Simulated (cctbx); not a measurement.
**Accept or mend?**

Cell a = 10.9490 Å, b = 10.9490 Å, c = 17.4490 Å, α = 90.00°, β = 90.00°, γ = 120.00°; space group P6_3/mcm (no. 193). The compound is Tb6Al43W4.

Simulated single-crystal data (cctbx): Mo Kα, λ = 0.71073 Å, to d = 0.77 Å, 70 % of the full sphere, strongest reflection 70000 counts, noise from counting, a 4 % proportional error and a noise floor of 15 counts (s.d.); no absorption, and some extinction, which the refinements don't model.

An anisotropic refinement with weights 1/σ² prints:

```text
Rint 0.033, 177 unique reflections to 1.30 A
cycle     R1     wR2    GooF  max shift (A)
   1  0.0070  0.0161   1.212   0.00492
   2  0.0062  0.0135   1.014   0.00000
final R1 0.0062 wR2 0.0135 GooF 1.014  parameters 51  data/parameter 3.5
atom        x        y        z      Ueq    occ   su(xyz)  su(Uiso or U11)
W1     0.00000  0.00000  0.50000   0.0207  1.000  0.00000  0.0004
W2     0.00000  0.73221  0.75000   0.0185  1.000  0.00003  0.0003
Tb1    0.46788  0.00000  0.40537   0.0196  1.000  0.00003  0.0003
Al1    0.00000  0.14805  0.75000   0.0295  1.000  0.00024  0.0023
Al2    0.33333  0.66667  0.62703   0.0305  1.000  0.00013  0.0012
Al3    0.50863  0.75432  0.50000   0.0361  1.000  0.00021  0.0015
Al4    0.59390  0.44432  0.25000   0.0291  1.000  0.00022  0.0014
Al5    0.25603  0.00000  0.97039   0.0312  1.000  0.00017  0.0012
Al6    0.15852  0.00000  0.38439   0.0292  1.000  0.00018  0.0010
Al7    0.15482  0.39851  0.66067   0.0376  1.000  0.00016  0.0010
difference map: max 0.17 min -0.32 rms 0.06
Q1    0.0000  0.0927  0.2500    6    0.17  1.42 A from Al1
Q2    0.0000  0.4500  0.2500    6    0.17  1.46 A from Al4
Q3    0.1485  0.3863  0.0979   24    0.17  1.47 A from Al7
Q4    0.0000  0.0992  0.1734   12    0.16  1.20 A from Al6
Q5    0.1883  0.3719  0.2500   12    0.16  1.64 A from Al7
Q6    0.0000  0.4074  0.7500    6    0.16  1.87 A from Al4
```

**Question.** Can this result stand? If not, what is the likely fault?

Mend it. The fault: data cut at low resolution. Against the right model at the same level, R1 goes from 0.0078 to 0.0062 and GooF from 0.98 to 1.01. The atoms are right, but there are too few data for the parameters: R1 flatters and the s.u.s grow. Data per parameter fall from 15.4 to 3.5.

The compound is Tb6Al43W4. The right model at the same level gives:

```text
Rint 0.037, 785 unique reflections to 0.77 A
cycle     R1     wR2    GooF  max shift (A)
   1  0.0080  0.0172   0.997   0.00021
   2  0.0078  0.0169   0.979   0.00000
final R1 0.0078 wR2 0.0169 GooF 0.979  parameters 51  data/parameter 15.4
atom        x        y        z      Ueq    occ   su(xyz)  su(Uiso or U11)
W1     0.00000  0.00000  0.50000   0.0209  1.000  0.00000  0.0001
W2     0.00000  0.73220  0.75000   0.0188  1.000  0.00001  0.0001
Tb1    0.46790  0.00000  0.40540   0.0197  1.000  0.00001  0.0001
Al1    0.00000  0.14799  0.75000   0.0311  1.000  0.00011  0.0006
Al2    0.33333  0.66667  0.62705   0.0316  1.000  0.00006  0.0003
Al3    0.50846  0.75423  0.50000   0.0359  1.000  0.00010  0.0005
Al4    0.59405  0.44433  0.25000   0.0292  1.000  0.00009  0.0004
Al5    0.25624  0.00000  0.97022   0.0300  1.000  0.00008  0.0003
Al6    0.15856  0.00000  0.38467   0.0298  1.000  0.00008  0.0003
Al7    0.15502  0.39883  0.66063   0.0374  1.000  0.00008  0.0003
difference map: max 0.40 min -0.53 rms 0.11
Q1    0.0000  0.1738  0.0580   12    0.42  1.01 A from Al6
Q2    0.2258  0.6129  0.0000   12    0.42  1.45 A from Al3
Q3    0.0000  0.4279  0.2500    6    0.41  1.53 A from Al4
Q4    0.0783  0.2549  0.0060   24    0.41  1.07 A from Al5
Q5    0.1976  0.4143  0.7500   12    0.39  1.61 A from Al7
Q6    0.0000  0.0738  0.5693   12    0.39  1.45 A from W1
```

The model is made up (kin elements in a known structure type, no relaxation), so it says nothing on whether the phase exists.

[Middle refinement cycles are left out of these outputs.]

[Logs are printed without paths, hosts, clocks, repeated set-up lines and the standing remarks that a program may print on its own settings, such as how far it seeks lower states.]
